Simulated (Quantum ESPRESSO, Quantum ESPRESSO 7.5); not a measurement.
**Ba(100), 5 layers: parallel layout and speed**

Which layout of ranks, pools and threads suits Ba(100), 5 layers? The physics should not care; the clock does.

Main program and level: Quantum ESPRESSO 7.5; plane-wave DFT, PBE, PseudoDojo norm-conserving pseudopotentials.

### Step 1. The structure

The cell holds 5 atoms: 5 Ba. Its edges and angles: a = 5.020 Å, b = 5.020 Å, c = 26.040 Å, α = 90.0°, β = 90.0°, γ = 90.0°. It derives from Ba. Vacuum lies along c.

### Step 2. SCF with pw.x: 4 ranks, 4 pools, 1 thread a rank

The first run is the reference of the series.

Input file c0.in:

```
&control
  prefix = 'c0'
  outdir = './out'
  pseudo_dir = './pseudo'
  calculation = 'scf'
  tprnfor = .true.
/
&system
  ibrav = 0
  nat = 5
  ntyp = 1
  ecutwfc = 36
  ecutrho = 144
  occupations = 'smearing'
  smearing = 'mv'
  degauss = 0.02
  assume_isolated = 'esm'
  esm_bc = 'bc1'
/
&electrons
  conv_thr = 1e-07
  mixing_beta = 0.4
  electron_maxstep = 120
  mixing_mode = 'local-TF'
/
ATOMIC_SPECIES
  Ba  137.3270  Ba.dojo-sr-pbe-0.4.1-standard.upf
CELL_PARAMETERS angstrom
  5.02000000000000 0.00000000000000 0.00000000000000
  0.00000000000000 5.02000000000000 0.00000000000000
  0.00000000000000 0.00000000000000 26.04000000000000
ATOMIC_POSITIONS crystal
  Ba  0.000000000000 0.000000000000 -0.192780337942
  Ba  0.500000000000 0.500000000000 -0.096390168971
  Ba  0.000000000000 0.000000000000 0.000000000000
  Ba  0.500000000000 0.500000000000 0.096390168971
  Ba  0.000000000000 0.000000000000 0.192780337942
K_POINTS automatic
  6 6 1 0 0 0
```

Run with:

```
$ OMP_NUM_THREADS=1 mpirun -n 4 pw.x -nk 4 -in c0.in > c0.out
```

The log of the run:

```text
Program PWSCF v.7.5 starts
[citation notice left out]

     Parallel version (MPI & OpenMP), running on       4 processor cores
     Number of MPI processes:                 4
     Threads/MPI process:                     1

     MPI processes distributed on     1 nodes
[...]
Current dimensions of program PWSCF are:
     Max number of different atomic species (ntypx) = 10
     Max number of k-points (npk) =  40000
     Max angular momentum in pseudopotentials (lmaxx) =  4
     Message from routine setup:
     using ibrav=0 with symmetry is DISCOURAGED, use correct ibrav instead

     K-points division:     npool     =       4
     Subspace diagonalization in iterative solution of the eigenvalue problem:
     a serial algorithm will be used

     G-vector sticks info
     --------------------
     sticks:   dense  smooth     PW     G-vecs:    dense   smooth      PW
     Sum        1041    1041    293               129267   129267   20225

     Using Slab Decomposition

     bravais-lattice index     =            0
     lattice parameter (alat)  =       9.4864  a.u.
     unit-cell volume          =    4428.3814 (a.u.)^3
     number of atoms/cell      =            5
     number of atomic types    =            1
     number of electrons       =        50.00
     number of Kohn-Sham states=           30
     kinetic-energy cutoff     =      36.0000  Ry
     charge density cutoff     =     144.0000  Ry
     scf convergence threshold =      1.0E-07
     mixing beta               =       0.4000
     number of iterations used =            8  local-TF  mixing
     Exchange-correlation= PBE
                           (   1   4   3   4   0   0   0)

     Effective Screening Medium Method
     =================================
     Boundary Conditions: Vacuum-Slab-Vacuum
     total charge in unit cell        =   0.0000
     grid points for fit at edges     =        4

     celldm(1)=   9.486425  celldm(2)=   0.000000  celldm(3)=   0.000000
     celldm(4)=   0.000000  celldm(5)=   0.000000  celldm(6)=   0.000000

     crystal axes: (cart. coord. in units of alat)
               a(1) = (   1.000000   0.000000   0.000000 )
               a(2) = (   0.000000   1.000000   0.000000 )
               a(3) = (   0.000000   0.000000   5.187251 )

     reciprocal axes: (cart. coord. in units 2 pi/alat)
               b(1) = (  1.000000  0.000000  0.000000 )
               b(2) = (  0.000000  1.000000  0.000000 )
               b(3) = (  0.000000  0.000000  0.192780 )

     PseudoPot. # 1 for Ba read from file:
     ./pseudo/Ba.dojo-sr-pbe-0.4.1-standard.upf
     Pseudo is Norm-conserving + core correction, Zval = 10.0
     Generated using ONCVPSP code by D. R. Hamann
     Using radial grid of 1958 points,  6 beta functions with:
                l(1) =   0
                l(2) =   0
                l(3) =   1
                l(4) =   1
                l(5) =   2
                l(6) =   2

     atomic species   valence    mass     pseudopotential
     Ba               10.00   137.32700     Ba( 1.00)

     16 Sym. Ops., with inversion, found

   Cartesian axes

     site n.     atom                  positions (alat units)
         1        Ba     tau(   1) = (   0.0000000   0.0000000  -1.0000000  )
         2        Ba     tau(   2) = (   0.5000000   0.5000000  -0.5000000  )
         3        Ba     tau(   3) = (   0.0000000   0.0000000   0.0000000  )
         4        Ba     tau(   4) = (   0.5000000   0.5000000   0.5000000  )
         5        Ba     tau(   5) = (   0.0000000   0.0000000   1.0000000  )

     number of k points=    10  Marzari-Vanderbilt smearing, width (Ry)=  0.0200
                       cart. coord. in units 2pi/alat
        k(    1) = (   0.0000000   0.0000000   0.0000000), wk =   0.0555556
        k(    2) = (   0.0000000   0.1666667   0.0000000), wk =   0.2222222
        k(    3) = (   0.0000000   0.3333333   0.0000000), wk =   0.2222222
        k(    4) = (   0.0000000  -0.5000000   0.0000000), wk =   0.1111111
        k(    5) = (   0.1666667   0.1666667   0.0000000), wk =   0.2222222
        k(    6) = (   0.1666667   0.3333333   0.0000000), wk =   0.4444444
        k(    7) = (   0.1666667  -0.5000000   0.0000000), wk =   0.2222222
        k(    8) = (   0.3333333   0.3333333   0.0000000), wk =   0.2222222
        k(    9) = (   0.3333333  -0.5000000   0.0000000), wk =   0.2222222
        k(   10) = (  -0.5000000  -0.5000000   0.0000000), wk =   0.0555556

     Dense  grid:   129267 G-vectors     FFT dimensions: (  40,  40, 192)

     Estimated max dynamical RAM per process >     183.17 MB

     Estimated total dynamical RAM >     637.99 MB

     Initial potential from superposition of free atoms

     starting charge      49.9172, renormalised to      50.0000

     negative rho (up, down):  1.285E-04 0.000E+00
     Starting wfcs are   25 randomized atomic wfcs +    5 random wfcs

     total cpu time spent up to now is        1.9 secs

     per-process dynamical memory:   108.8 Mb

     Self-consistent Calculation

     iteration #  1     ecut=    36.00 Ry     beta= 0.40
     Davidson diagonalization with overlap
     ethr =  1.00E-02,  avg # of iterations = 11.4

     Threshold (ethr) on eigenvalues was too large:
     Diagonalizing with lowered threshold

     Davidson diagonalization with overlap
     c_bands:  3 eigenvalues not converged
     ethr =  8.91E-04,  avg # of iterations = 16.1

     total cpu time spent up to now is        6.8 secs

     total energy              =    -280.82860049 Ry
     estimated scf accuracy    <       0.70626576 Ry

     iteration #  2     ecut=    36.00 Ry     beta= 0.40
[...]
negative rho (up, down):  2.438E-06 0.000E+00

[...]
total energy              =    -280.72863259 Ry
     estimated scf accuracy    <       0.50715855 Ry

     iteration #  3     ecut=    36.00 Ry     beta= 0.40
[...]
total energy              =    -280.76268603 Ry
     estimated scf accuracy    <       0.04972456 Ry

     iteration #  4     ecut=    36.00 Ry     beta= 0.40
[...]
c_bands:  1 eigenvalues not converged
     c_bands:  3 eigenvalues not converged
[...]
total energy              =    -280.80545478 Ry
     estimated scf accuracy    <       0.17167660 Ry

     iteration #  5     ecut=    36.00 Ry     beta= 0.40
[...]
c_bands:  1 eigenvalues not converged
[...]
total energy              =    -280.82934315 Ry
     estimated scf accuracy    <       0.01519163 Ry

     iteration #  7     ecut=    36.00 Ry     beta= 0.40
[...]
c_bands:  2 eigenvalues not converged
     c_bands:  1 eigenvalues not converged
[...]
total energy              =    -280.83211835 Ry
     estimated scf accuracy    <       0.13075279 Ry

     iteration #  8     ecut=    36.00 Ry     beta= 0.40
[...]
total energy              =    -280.84141688 Ry
     estimated scf accuracy    <       0.06707675 Ry

     iteration #  9     ecut=    36.00 Ry     beta= 0.40
[...]
total energy              =    -280.81732769 Ry
     estimated scf accuracy    <       0.10173466 Ry

     iteration # 10     ecut=    36.00 Ry     beta= 0.40
[...]
c_bands:  2 eigenvalues not converged
[...]
negative rho (up, down):  6.358E-04 0.000E+00

[...]
total energy              =    -280.83095372 Ry
     estimated scf accuracy    <       0.02198989 Ry

     iteration # 11     ecut=    36.00 Ry     beta= 0.40
[...]
c_bands:  1 eigenvalues not converged
[...]
total energy              =    -280.77222240 Ry
     estimated scf accuracy    <       0.62512029 Ry

     iteration # 12     ecut=    36.00 Ry     beta= 0.40
[...]
c_bands:  1 eigenvalues not converged
     c_bands:  1 eigenvalues not converged
[...]
total energy              =    -280.82642300 Ry
     estimated scf accuracy    <       0.01740829 Ry

     iteration # 13     ecut=    36.00 Ry     beta= 0.40
[...]
negative rho (up, down):  9.861E-08 0.000E+00

[...]
total energy              =    -280.81939204 Ry
     estimated scf accuracy    <       0.07060291 Ry

     iteration # 14     ecut=    36.00 Ry     beta= 0.40
[...]
negative rho (up, down):  1.285E-02 0.000E+00

[...]
total energy              =    -280.83464327 Ry
     estimated scf accuracy    <       0.02251996 Ry

[...]
iteration # 35     ecut=    36.00 Ry     beta= 0.40
[...]
negative rho (up, down):  2.755E-05 0.000E+00

[...]
total energy              =    -280.82141815 Ry
     estimated scf accuracy    <       0.00007875 Ry

     iteration # 36     ecut=    36.00 Ry     beta= 0.40
[...]
negative rho (up, down):  2.141E-04 0.000E+00

[...]
total energy              =    -280.82135524 Ry
     estimated scf accuracy    <       0.00000690 Ry

     iteration # 37     ecut=    36.00 Ry     beta= 0.40
[...]
c_bands:  1 eigenvalues not converged
[...]
negative rho (up, down):  5.676E-07 0.000E+00

[...]
total energy              =    -280.82144856 Ry
     estimated scf accuracy    <       0.00004369 Ry

     iteration # 38     ecut=    36.00 Ry     beta= 0.40
[...]
negative rho (up, down):  8.505E-07 0.000E+00

[...]
total energy              =    -280.82144778 Ry
     estimated scf accuracy    <       0.00000769 Ry

     iteration # 39     ecut=    36.00 Ry     beta= 0.40
[...]
negative rho (up, down):  1.802E-05 0.000E+00

[...]
total energy              =    -280.82143804 Ry
     estimated scf accuracy    <       0.00000302 Ry

     iteration # 40     ecut=    36.00 Ry     beta= 0.40
[...]
negative rho (up, down):  2.411E-05 0.000E+00

[...]
total energy              =    -280.82143498 Ry
     estimated scf accuracy    <       0.00000095 Ry

     iteration # 41     ecut=    36.00 Ry     beta= 0.40
[...]
total energy              =    -280.82145121 Ry
     estimated scf accuracy    <       0.00000054 Ry

     iteration # 42     ecut=    36.00 Ry     beta= 0.40
[...]
End of self-consistent calculation

          k = 0.0000 0.0000 0.0000 ( 16073 PWs)   bands (ev):

   -31.8899 -31.8899 -31.2378 -31.1842 -31.1725 -17.0807 -17.0806 -16.9725
   -16.9725 -16.9722 -16.9722 -16.4878 -16.4455 -16.4455 -16.4063 -16.2972
   -16.2972 -16.2614 -16.2161 -16.2161  -4.9062  -4.3586  -3.5557  -2.8604
    -2.7888  -2.7783  -2.4340  -1.7634  -1.6420  -1.6059

          k = 0.0000 0.1667 0.0000 ( 16082 PWs)   bands (ev):

   -31.8892 -31.8892 -31.2344 -31.1836 -31.1746 -17.0811 -17.0810 -16.9937
   -16.9937 -16.9688 -16.9685 -16.4980 -16.4889 -16.4310 -16.3682 -16.3355
   -16.2976 -16.2353 -16.2323 -16.2302  -4.6625  -4.1535  -3.4187  -2.7854
    -2.6819  -2.6095  -2.3142  -1.8111  -1.6073  -1.5387

          k = 0.0000 0.3333 0.0000 ( 16160 PWs)   bands (ev):

   -31.8877 -31.8877 -31.2267 -31.1824 -31.1799 -17.0833 -17.0815 -17.0354
   -17.0347 -16.9614 -16.9614 -16.5525 -16.5079 -16.3925 -16.3615 -16.3520
   -16.2986 -16.2682 -16.2540 -16.2176  -4.0122  -3.6475  -3.1993  -2.8488
    -2.6388  -2.2821  -1.9789  -1.7735  -1.5988  -1.3699

          k = 0.0000-0.5000 0.0000 ( 16170 PWs)   bands (ev):

   -31.8869 -31.8869 -31.2221 -31.1833 -31.1818 -17.0849 -17.0819 -17.0559
   -17.0543 -16.9577 -16.9577 -16.5737 -16.5230 -16.3741 -16.3571 -16.3476
   -16.3032 -16.2990 -16.2529 -16.2171  -3.2254  -3.2210  -3.2014  -3.0903
    -3.0325  -2.0380  -1.9572  -1.6365  -1.5407  -1.5100

          k = 0.1667 0.1667 0.0000 ( 16135 PWs)   bands (ev):

   -31.8885 -31.8885 -31.2315 -31.1830 -31.1762 -17.0803 -17.0797 -16.9914
   -16.9909 -16.9898 -16.9896 -16.4916 -16.4882 -16.4745 -16.3393 -16.3387
   -16.3137 -16.2690 -16.2261 -16.2215  -4.4320  -3.9422  -3.2425  -2.6187
    -2.5190  -2.4863  -2.2586  -1.8228  -1.6446  -1.6336

          k = 0.1667 0.3333 0.0000 ( 16155 PWs)   bands (ev):

   -31.8870 -31.8870 -31.2251 -31.1817 -31.1801 -17.0793 -17.0777 -17.0326
   -17.0321 -16.9839 -16.9836 -16.5462 -16.4944 -16.4593 -16.3512 -16.3368
   -16.3160 -16.2848 -16.2346 -16.2296  -3.8262  -3.4235  -2.9450  -2.6005
    -2.4632  -2.2662  -1.9805  -1.8240  -1.7453  -1.6423

[...]
the Fermi energy is    -2.3598 ev

!    total energy              =    -280.82145663 Ry
     estimated scf accuracy    <       0.00000006 Ry
     smearing contrib. (-TS)   =      -0.00060425 Ry
     internal energy E=F+TS    =    -280.82085239 Ry

     The total energy is F=E-TS. E is the sum of the following terms:
     one-electron contribution =    2664.27320965 Ry
     hartree contribution      =   -1337.56365363 Ry
     xc contribution           =     -66.06619810 Ry
     ewald contribution        =   -1541.46421031 Ry

     convergence has been achieved in  42 iterations

     Forces acting on atoms (cartesian axes, Ry/au):

     atom    1 type  1   force =     0.00000000    0.00000000   -0.00296387
     atom    2 type  1   force =     0.00000000    0.00000000    0.00415187
     atom    3 type  1   force =     0.00000000    0.00000000    0.00000000
     atom    4 type  1   force =     0.00000000    0.00000000   -0.00415187
     atom    5 type  1   force =     0.00000000    0.00000000    0.00296387

     Total force =     0.007214     Total SCF correction =     0.000661

[...]
=------------------------------------------------------------------------------=
   JOB DONE.
=------------------------------------------------------------------------------=
[...]
```

It took 1.7 min on 4 MPI ranks of Intel Xeon 6975P-C (Granite Rapids), shared host; peak memory 0.74 GiB; 6.7 min of CPU time.

Read from the output:

```
free energy                                                    : -3820.7706 eV
Fermi energy                                                   : -2.360 eV
vacuum line at the lower end of the cell, over the Fermi level : 2.360 eV
vacuum line at the upper end of the cell, over the Fermi level : 2.360 eV
```

The potential energy, planar mean oscillates, so the rows of the table below give means over windows of 2.58 Å about each position, cut where the curve ends. Its maxima inside the range that stand out by 2 % of the span (Å: eV): -3.8: -0.667, -1.2: -0.565, 1.2: -0.565, 3.8: -0.667. Its minima: -5.0: -9.01, -2.6: -8.44, 0.0: -8.66, 2.6: -8.44, 5.0: -9.01.

Electrostatic potential energy of an electron; zero at the Fermi level. Table of potential energy, planar mean by z; means over each step:

```
 z (Å)  potential energy, planar mean (eV)
-11.73                                2.36
 -9.15                                2.33
 -6.57                             -0.0816
 -3.99                               -4.38
 -1.41                               -4.21
  1.17                               -4.23
  3.75                               -4.36
  6.33                               -1.07
  8.91                                2.31
 11.49                                2.36
```

The program's own clock; routines nest. Time by routine:

```csv
routine,wall time (s),calls
PWSCF,99.95,1
electrons,97.69,1
c_bands,67.59,43
cegterg,52.19,129
h_psi,40.85,1202
vloc_psi,31.79,1202
fftw,29.34,27818
mix_rho,19.46,43
sum_band,6.94,43
ffts,6.89,4100
calbec,4.76,1214
h_psi:calbec,4.66,1202
add_vuspsi,4.09,1202
v_of_rho,3.01,43
```

The vacuum levels are read from the outermost 0.7 Å of the cell on either side.

The run needed 42 iterations to bring the estimated error under 1e-07 Ry; the largest force on any atom, held or free, is 0.11 eV/Å.

Inside the slab this potential holds the local part of the pseudopotentials, which can be repulsive at the nuclei; only its value in the vacuum has a meaning of its own.

### Step 3. SCF with pw.x: 4 ranks, 2 pools, 1 thread a rank

c1.in, as its differences from the input of step 2:

```diff
@@ -1,3 +1,3 @@
 &control
-  prefix = 'c0'
+  prefix = 'c1'
   outdir = './out'
```

Run with:

```
$ OMP_NUM_THREADS=1 mpirun -n 4 pw.x -nk 2 -in c1.in > c1.out
```

The log of the run:

```text
[banner, memory and clock lines left out]
Program PWSCF v.7.5 starts
[...]
Message from routine setup:
[...]
number of electrons       =        50.00
     number of Kohn-Sham states=           30
     kinetic-energy cutoff     =      36.0000  Ry
     charge density cutoff     =     144.0000  Ry
[...]
number of k points=    10  Marzari-Vanderbilt smearing, width (Ry)=  0.0200
[...]
Dense  grid:   129267 G-vectors     FFT dimensions: (  40,  40, 192)
[...]
negative rho (up, down):  1.285E-04 0.000E+00
     Starting wfcs are   25 randomized atomic wfcs +    5 random wfcs
[...]
estimated scf accuracy    <       0.73508896 Ry
[...]
negative rho (up, down):  2.523E-06 0.000E+00
[...]
estimated scf accuracy    <       0.52257987 Ry
[...]
estimated scf accuracy    <       0.04729145 Ry
[...]
estimated scf accuracy    <       0.13507435 Ry
[...]
estimated scf accuracy    <       0.01890362 Ry
[...]
estimated scf accuracy    <       0.03937858 Ry
[...]
estimated scf accuracy    <       0.01206775 Ry
[...]
estimated scf accuracy    <       0.00424600 Ry
[...]
estimated scf accuracy    <       0.02966477 Ry
[...]
estimated scf accuracy    <       0.00991936 Ry
[...]
estimated scf accuracy    <       0.00215014 Ry
[...]
estimated scf accuracy    <       0.00107217 Ry
[...]
estimated scf accuracy    <       0.00033601 Ry
[...]
negative rho (up, down):  1.678E-04 0.000E+00
[...]
estimated scf accuracy    <       0.00003255 Ry
[...]
estimated scf accuracy    <       0.00003544 Ry
[...]
negative rho (up, down):  4.990E-06 0.000E+00
[...]
estimated scf accuracy    <       0.00000920 Ry
[...]
negative rho (up, down):  2.594E-05 0.000E+00
[...]
estimated scf accuracy    <       0.00003553 Ry
[...]
negative rho (up, down):  6.485E-06 0.000E+00
[...]
estimated scf accuracy    <       0.00016918 Ry
[...]
negative rho (up, down):  3.758E-06 0.000E+00
[...]
estimated scf accuracy    <       0.00008831 Ry
[...]
negative rho (up, down):  1.366E-06 0.000E+00
[...]
estimated scf accuracy    <       0.00005930 Ry
[...]
estimated scf accuracy    <       0.00005496 Ry
[...]
estimated scf accuracy    <       0.00002226 Ry
[...]
estimated scf accuracy    <       0.00000059 Ry
[...]
estimated scf accuracy    <       0.00000401 Ry
[...]
estimated scf accuracy    <       0.00000068 Ry
[...]
estimated scf accuracy    <       0.00000016 Ry
[...]
the Fermi energy is    -2.3616 ev
!    total energy              =    -280.82145633 Ry
     estimated scf accuracy    <       0.00000005 Ry
     smearing contrib. (-TS)   =      -0.00060007 Ry
     internal energy E=F+TS    =    -280.82085626 Ry
[...]
one-electron contribution =    2664.27456727 Ry
     hartree contribution      =   -1337.56501135 Ry
     xc contribution           =     -66.06620187 Ry
     ewald contribution        =   -1541.46421031 Ry
     convergence has been achieved in  27 iterations
[...]
Total force =     0.007563     Total SCF correction =     0.000688
[...]
```

It took 54 s on 4 MPI ranks; peak memory 0.53 GiB.

Numbers from this step:

```
Fermi energy                                                   : -2.362 eV
vacuum line at the lower end of the cell, over the Fermi level : 2.362 eV
vacuum line at the upper end of the cell, over the Fermi level : 2.362 eV
```

The program's own clock; routines nest. Time by routine:

```csv
routine,wall time (s),calls
PWSCF,53.54,1
electrons,52.4,1
c_bands,39.12,28
cegterg,32.95,140
h_psi,25.86,1532
vloc_psi,20.95,1532
fftw,20.52,30842
mix_rho,7.52,28
sum_band,4.56,28
ffts,3.56,2584
calbec,2.61,1552
h_psi:calbec,2.54,1532
add_vuspsi,2.18,1532
v_of_rho,1.05,28
```

Counted from each run's own zero (the Fermi level), the vacuum level differs from the first run's by +2 meV.

(Part 1 of 3 ends here.)

[Logs are printed without paths, hosts, clocks, repeated set-up lines and the standing remarks that a program may print on its own settings, such as how far it seeks lower states.]

[Hosts, paths, dates, database ids (printed as entryN), source tags and the programs' standing remarks are cut or masked in the printed files.]

[Maps of the electrostatic potential energy from Ansatz leave out the sawtooth potential of an applied field or a dipole correction, so their vacuum need not be flat; planar profiles and work functions include it.]
